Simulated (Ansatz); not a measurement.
## CoSi (P2_13): phonon-mediated transition temperature

What Tc do the phonons of CoSi (P2_13) give, and how does it depend on μ*? The cell shown first is a relaxed one, from steps not shown here.

Calculated with Ansatz 0.2.0; DFT PBE, scalar-relativistic, plane waves, PAW; PAW set soft_1.

This is a report of a sequence of runs, with most program output left out.

**1. The cell after earlier relaxation steps**

The structure is cubic, space group P2_13 (No. 198). Conventional cell: a = 4.431 Å, b = 4.431 Å, c = 4.431 Å, α = 90.00°, β = 90.00°, γ = 90.00°. Nearest to Co lie 7 Si at 2.32 to 2.43 Å. Nearest to Si lie 7 Co at 2.32 to 2.43 Å. Farther neighbours are not listed.

**2. Electron–phonon run: q 2×2×2, k 6×6×6, scattering 8×8×8**

The run that gives the couplings also evaluates McMillan's and Allen and Dynes's formulas and, where asked, the Eliashberg equations, over a range of μ*.

File input.yaml:

```yaml
crystal:
  lattice:
    - [4.4307009609, 0.0, 0.0]
    - [0.0, 4.4307009609, 0.0]
    - [0.0, 0.0, 4.4307009609]
  atoms:
    - { symbol: Co, position: [0.1450346412, 0.1450346412, 0.1450346412] }
    - { symbol: Co, position: [0.3549653588, 0.8549653588, 0.6450346412] }
    - { symbol: Co, position: [0.6450346412, 0.3549653588, 0.8549653588] }
    - { symbol: Co, position: [0.8549653588, 0.6450346412, 0.3549653588] }
    - { symbol: Si, position: [0.8431621294, 0.8431621294, 0.8431621294] }
    - { symbol: Si, position: [0.6568378706, 0.1568378706, 0.3431621294] }
    - { symbol: Si, position: [0.3431621294, 0.6568378706, 0.1568378706] }
    - { symbol: Si, position: [0.1568378706, 0.3431621294, 0.6568378706] }
kpoints:
  mp_grid: { grid: [6, 6, 6] }
hamiltonian:
  xc: pbe
  pseudopotentials: { kind: paw, azcp: { folder: soft_1 } }
scf:
  occupations: { method: methfessel_paxton, width: 0.2 }
output:
  eigenvalues: true
phonons:
  method: dfpt
  qmesh: [2, 2, 2]
  temperatures: { t_max: 1000, t_step: 50 }
  qpath:
    path:
      - [[0.0, 0.0, 0.0], [0.0, 0.5, 0.0], [0.5, 0.5, 0.0], [0.0, 0.0, 0.0], [0.5, 0.5, 0.5], [0.0, 0.5, 0.0]]
      - [[0.5, 0.5, 0.5], [0.5, 0.5, 0.0], [0.5, 0.0, 0.0]]
    npoints: 6
  electrical_resistivity:
    mesh: [8, 8, 8]
    temperatures: [20.0, 50.0, 80.0, 100.0, 150.0, 200.0, 273.0, 300.0, 400.0, 500.0, 600.0, 800.0]
  superconductivity: { mesh: [8, 8, 8] }
```

Launch:

```bash
ansatz run input.yaml --threads 16 --pin off --max-ram 92160MiB --backend cuda --events-out ev --progress --plain --runs-dir out --max-vram 78GiB
```

It took 43 s on 1 × NVIDIA GB200 with 16 threads of Arm Neoverse V2, shared host; peak memory 4.4 GiB.

This run has no spin polarisation, although Co can carry a moment.

Numbers from this step:

```yaml
volume_per_atom: 10.87 Å³/atom
metallic_on_mesh: yes
gap_on_the_k_mesh: 0 eV
zero_point_energy: 0.4103 eV/cell
share_of_imaginary_modes_in_the_plain_interpolation_between_solved_wavevectors: 0
highest_frequency_solved_or_plainly_interpolated: 439.1 cm⁻¹
debye_temperature_second_moment: 539 K
resistivity_at_300_k: 56.32 μΩ cm
coupling_constant_lambda: 0.09372
density_of_states_at_the_fermi_level: 1.059 states/eV a spin and cell
log_mean_phonon_energy_omega_log: 28.43 meV
transport_coupling_constant_lambda_tr: 0.0963, 0.0963, 0.0963 (xx, yy, zz)
drude_plasma_energy: 0.9473, 0.9473, 0.9473 eV (xx, yy, zz)
resistivity_times_mean_free_path: 92.22, 92.22, 92.22 × 10⁻¹⁶ Ω m² (xx, yy, zz)
second_moment_phonon_energy_omega: 31.70 meV
```

An empty cell: under 1 mK by a formula, or no transition down to the floor of the Eliashberg search. Transition temperatures:

| μ* | McMillan Tc (K) | Allen–Dynes Tc (K) |
| --- | --- | --- |
| 0.08 | - | - |
| 0.1 | - | - |
| 0.12 | - | - |
| 0.13 | - | - |
| 0.14 | - | - |
| 0.16 | - | - |
| 0.2 | - | - |

**3. Electron–phonon run: q 2×2×2, k 6×6×6, scattering 12×12×12**

The next rung changes the scattering mesh, which samples the Fermi surface.

input.yaml: that of step 2 with these lines changed.

```diff
@@ -33,4 +33,4 @@
   electrical_resistivity:
-    mesh: [8, 8, 8]
+    mesh: [12, 12, 12]
     temperatures: [20.0, 50.0, 80.0, 100.0, 150.0, 200.0, 273.0, 300.0, 400.0, 500.0, 600.0, 800.0]
-  superconductivity: { mesh: [8, 8, 8] }
+  superconductivity: { mesh: [12, 12, 12] }
```

It took 59 s on 1 × NVIDIA GB200 with 16 threads; peak memory 4.3 GiB.

This step gave:

```yaml
resistivity_at_300_k: 59.21 μΩ cm
coupling_constant_lambda: 0.07262
density_of_states_at_the_fermi_level: 0.8172 states/eV a spin and cell
log_mean_phonon_energy_omega_log: 27.31 meV
transport_coupling_constant_lambda_tr: 0.07506, 0.07506, 0.07506 (xx, yy, zz)
drude_plasma_energy: 0.9113, 0.9113, 0.9113 eV (xx, yy, zz)
resistivity_times_mean_free_path: 100.2, 100.2, 100.2 × 10⁻¹⁶ Ω m² (xx, yy, zz)
second_moment_phonon_energy_omega: 30.98 meV
```

Transition temperatures:

| μ* |
| --- |
| 0.08 |
| 0.1 |
| 0.12 |
| 0.13 |
| 0.14 |
| 0.16 |
| 0.2 |

For the log mean phonon energy ħω_log, step 2 gave 28.4 meV; this run, with scattering mesh 12×12×12, gives 27.3 meV (-4 %).

**4. Electron–phonon run: q 3×3×3, k 9×9×9, scattering 12×12×12**

The next rung changes the q mesh, which sets the reach of the force constants and couplings; the k mesh of the density and its response.

input.yaml: that of step 3 with these lines changed.

```diff
@@ -15,3 +15,3 @@
 kpoints:
-  mp_grid: { grid: [6, 6, 6] }
+  mp_grid: { grid: [9, 9, 9] }
 hamiltonian:
@@ -25,3 +25,3 @@
   method: dfpt
-  qmesh: [2, 2, 2]
+  qmesh: [3, 3, 3]
   temperatures: { t_max: 1000, t_step: 50 }
```

It took 2.4 min on 1 × NVIDIA GB200 with 16 threads; peak memory 9.1 GiB; 12 min of CPU time.

This step gave:

```yaml
zero_point_energy: 0.4105 eV/cell
highest_frequency_solved_or_plainly_interpolated: 441.9 cm⁻¹
debye_temperature_second_moment: 540 K
resistivity_at_300_k: 60.26 μΩ cm
coupling_constant_lambda: 0.0761
density_of_states_at_the_fermi_level: 0.8188 states/eV a spin and cell
log_mean_phonon_energy_omega_log: 27.56 meV
transport_coupling_constant_lambda_tr: 0.07681, 0.07681, 0.07681 (xx, yy, zz)
drude_plasma_energy: 0.9111, 0.9111, 0.9111 eV (xx, yy, zz)
second_moment_phonon_energy_omega: 31.64 meV
```

Transition temperatures:

| μ* |
| --- |
| 0.08 |
| 0.1 |
| 0.12 |
| 0.13 |
| 0.14 |
| 0.16 |
| 0.2 |

The Eliashberg function α²F has structure finer than the step of the table below, so its rows give means over 2 meV, whole bins alone (the curve runs from 0.212 to 54.1 meV). Peaks (meV: height): α²F 21.4: 0.0394, 23.1: 0.067, 25.7: 0.105, 28.2: 0.136, 30.4: 0.150, 41.0: 0.139, 44.4: 0.038; α²F tr 21.4: 0.0638, 23.1: 0.114, 24.4: 0.0957, 28.2: 0.0776, 30.4: 0.117, 41.0: 0.103, 44.4: 0.05.

Table of Eliashberg function α²F by phonon energy; means over each step:

| phonon energy (meV) | α²F | α²F tr |
| --- | --- | --- |
| 2 | 5.0e-5 | 2.3e-5 |
| 4 | 6.5e-4 | 3.8e-4 |
| 6 | 0.00146 | 0.00122 |
| 8 | 0.00244 | 0.00238 |
| 10 | 0.00250 | 0.00207 |
| 12 | 0.00219 | 0.00154 |
| 14 | 0.00159 | 0.00157 |
| 16 | 0.00151 | 0.00175 |
| 18 | 0.00201 | 0.00231 |
| 20 | 0.0105 | 0.0165 |
| 22 | 0.0337 | 0.0554 |
| 24 | 0.0530 | 0.0812 |
| 26 | 0.0684 | 0.0461 |
| 28 | 0.0630 | 0.0394 |
| 30 | 0.0658 | 0.0506 |
| 32 | 0.0247 | 0.0357 |
| 34 | 0.0156 | 0.0251 |
| 36 | 0.0129 | 0.0100 |
| 38 | 0.0210 | 0.0112 |
| 40 | 0.0465 | 0.0292 |
| 42 | 0.0330 | 0.0383 |
| 44 | 0.0238 | 0.0293 |
| 46 | 0.0147 | 0.0125 |
| 48 | 0.00219 | 0.00142 |
| 50 | 0.00274 | 0.00403 |
| 52 | 0.0112 | 0.0140 |

The Eliashberg function α²F has structure finer than the step of the table below, so its rows give means over 1 meV, whole bins alone (the curve runs from 0.212 to 54.1 meV). Peaks (meV: height): α²F 21.4: 0.0394, 23.1: 0.067, 25.7: 0.105, 28.2: 0.136, 30.4: 0.150, 41.0: 0.139, 44.4: 0.038; Co 21.4: 0.0348, 23.1: 0.0604, 25.7: 0.0803, 28.2: 0.0951, 30.4: 0.126, 32.0: 0.0274, 41.0: 0.0319; Si 25.7: 0.0247, 28.2: 0.0406, 30.4: 0.0241, 41.0: 0.107, 44.4: 0.0315.

The Eliashberg function α²F by phonon energy; means over each step:

| phonon energy (meV) | α²F | Co | Si |
| --- | --- | --- | --- |
| 1 | 0 | 0 | 0 |
| 2 | 3.8e-5 | 8.3e-6 | 0 |
| 3 | 2.0e-4 | 1.2e-4 | 6.9e-5 |
| 4 | 6.7e-4 | 4.5e-4 | 2.2e-4 |
| 5 | 0.00104 | 7.0e-4 | 3.1e-4 |
| 6 | 0.00144 | 9.7e-4 | 4.6e-4 |
| 7 | 0.00202 | 0.00139 | 6.3e-4 |
| 8 | 0.00251 | 0.00173 | 7.8e-4 |
| 9 | 0.00254 | 0.00178 | 8.0e-4 |
| 10 | 0.00250 | 0.00173 | 8.0e-4 |
| 11 | 0.00247 | 0.00174 | 7.5e-4 |
| 12 | 0.00222 | 0.00153 | 6.4e-4 |
| 13 | 0.00178 | 0.00128 | 5.2e-4 |
| 14 | 0.00159 | 0.00111 | 4.1e-4 |
| 15 | 0.00151 | 0.00110 | 4.0e-4 |
| 16 | 0.00147 | 0.00110 | 4.0e-4 |
| 17 | 0.00165 | 0.00118 | 4.0e-4 |
| 18 | 0.00190 | 0.00149 | 4.4e-4 |
| 19 | 0.00320 | 0.00258 | 5.8e-4 |
| 20 | 0.00829 | 0.00710 | 0.00118 |
| 21 | 0.0290 | 0.0256 | 0.00340 |
| 22 | 0.0300 | 0.0264 | 0.00351 |
| 23 | 0.0454 | 0.0409 | 0.00449 |
| 24 | 0.0474 | 0.0413 | 0.00610 |
| 25 | 0.0714 | 0.0581 | 0.0133 |
| 26 | 0.0811 | 0.0620 | 0.0191 |
| 27 | 0.0379 | 0.0285 | 0.00948 |
| 28 | 0.0759 | 0.0537 | 0.0223 |
| 29 | 0.0522 | 0.0405 | 0.0117 |
| 30 | 0.0803 | 0.0666 | 0.0137 |
| 31 | 0.0366 | 0.0297 | 0.00689 |
| 32 | 0.0273 | 0.0213 | 0.00600 |
| 33 | 0.0243 | 0.0132 | 0.0111 |
| 34 | 0.0150 | 0.00554 | 0.00951 |
| 35 | 0.0112 | 0.00360 | 0.00755 |
| 36 | 0.0129 | 0.00408 | 0.00882 |
| 37 | 0.0150 | 0.00487 | 0.0101 |
| 38 | 0.0243 | 0.00797 | 0.0163 |
| 39 | 0.0194 | 0.00690 | 0.0125 |
| 40 | 0.0338 | 0.0106 | 0.0231 |
| 41 | 0.0871 | 0.0198 | 0.0673 |
| 42 | 0.0260 | 0.00436 | 0.0216 |
| 43 | 0.00522 | 8.3e-4 | 0.00437 |
| 44 | 0.0275 | 0.00446 | 0.0230 |
| 45 | 0.0310 | 0.00461 | 0.0263 |
| 46 | 0.0131 | 0.00144 | 0.0116 |
| 47 | 0.00476 | 5.7e-4 | 0.00419 |
| 48 | 0.00195 | 2.6e-4 | 0.00168 |
| 49 | 8.6e-4 | 1.1e-4 | 7.3e-4 |
| 50 | 0.00237 | 3.4e-4 | 0.00200 |
| 51 | 0.00640 | 8.7e-4 | 0.00552 |
| 52 | 0.00886 | 0.00105 | 0.00781 |
| 53 | 0.0308 | 0.00447 | 0.0263 |

**5. What came out**

| Property | Result |
| --- | --- |
| meshes | q 3×3×3, k 9×9×9, scattering 12×12×12 |
| coupling constant λ | 0.0761 |
| log mean phonon energy ħω_log | 27.6 meV |

In the last run (PBE, q 3×3×3, k 9×9×9, scattering 12×12×12), with λ = 0.076 and ħω_log = 27.6 meV, Tc at μ* = 0.13 is under 1 mK by the formulas. In that run Allen and Dynes's formula gives no transition above 0.05 K at μ* = 0.10 or more. By the run's own test λ is not converged in the fine mesh: it moves by 5 % between the two finest, and by up to 2883 % in the other runs. The run's transport test calls it not converged in the mesh; ρ(300 K) moves by 12 % in the component that moves most. The runs are not spin-polarised; where the real material orders magnetically, these values do not describe it. Over the runs, λ takes the values 0.0937, 0.0726 and 0.0761, in the order shown. μ* is a typed number, phonons are harmonic, and spin fluctuations are left out; with λ this near or under μ*(1 + 0.62 λ), the formulas give Tc only to its order of magnitude, or none.

[Logs are printed without paths, hosts, clocks, repeated set-up lines and the standing remarks that a program may print on its own settings, such as how far it seeks lower states.]

[Hosts, paths, dates, database ids (printed as entryN), source tags and the programs' standing remarks are cut or masked in the printed files.]
